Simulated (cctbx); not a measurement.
## Which space group?

Cell: a = 4.4410 Å, b = 4.4410 Å, c = 16.0240 Å, α = 90.00°, β = 90.00°, γ = 120.00°. Expected content of the cell: Hg4 Tb4 Si4.

The data are simulated with cctbx, not measured: Ga Kα, λ = 1.3414 Å, to d = 0.83 Å, 80 % of the full sphere, strongest reflection 20000 counts, noise from counting, a 2 % proportional error and a noise floor of 2 counts (s.d.); no absorption, some extinction.

Tests on the unmerged data give:

```text
1599 reflections to d = 0.833 A
centring   violations  <I/sigma> of those
    A        614 of   806     16.9
    B        605 of   789     16.9
    C        619 of   797     17.5
    I        633 of   822     17.1
    R        809 of  1079     14.9
    F        919 of  1196     17.1
Laue class    unique    Rint  (classes that these axes allow; Friedel mates merged)
P -1              963   0.017
P 1 1 2/m         528   0.020
P -3              347   0.022
P -3 1 m          215   0.023
P -3 m 1          244   0.022
P 6/m             190   0.023
P 6/m m m         151   0.023
space group    extra absences  I>4sigma  <I/sigma>
P 6 2 2                 0          0         -  acentric
P 63 2 2               17          0       0.4  acentric
P 6 m m                 0          0         -  acentric
P 63 m c              156          0       0.1  acentric
P -6 m 2                0          0         -  acentric
P -6 2 m                0          0         -  acentric
P -6 2 c              156          0       0.1  acentric
P 6/m m m               0          0         -  centric
P 63/m m c            156          0       0.1  centric
Wilson B = 1.41 A^2   <|E^2-1|> = 0.779 (0.968 centric, 0.736 acentric)   E^2>4: 0.0 %
shell (A)         n   <I/sigma>
16.03 - 1.67     30     47.8
 1.67 - 1.32     19     68.2
 1.32 - 1.16     18     57.3
 1.16 - 1.05     18     39.6
 1.05 - 0.97     16     51.8
 0.97 - 0.92     17     53.2
 0.92 - 0.87     15     42.9
 0.87 - 0.83     18     51.7
```

**Question.** What are the lattice type, the Laue class and the likely space group?

Every centring test has many violations, so the lattice is primitive.

Rint stays low (0.017 to 0.023) up to P 6/m m m, the highest class in these axes.

9 settings pass the absence test. The most absences obeyed, 156, belong to P 63 m c, P -6 2 c and P 63/m m c, which absences can't tell apart.

⟨|E²−1|⟩ = 0.779 leans to a non-centrosymmetric structure. Here that hint misleads: the statistic assumes many like atoms on general positions, and few, heavy or special-position atoms break it. The Wilson B of 1.41 Å² means U ≈ 0.0179 Å².

The true group is P6_3/mmc (no. 194), Laue class 6/mmm, centrosymmetric. The tables only narrow the choice to the tied entries; cell content, site symmetry and trial solutions must settle it.

The model is made up (kin elements in a known structure type, no relaxation), so it says nothing on whether the phase exists.

[Logs are printed without paths, hosts, clocks, repeated set-up lines and the standing remarks that a program may print on its own settings, such as how far it seeks lower states.]
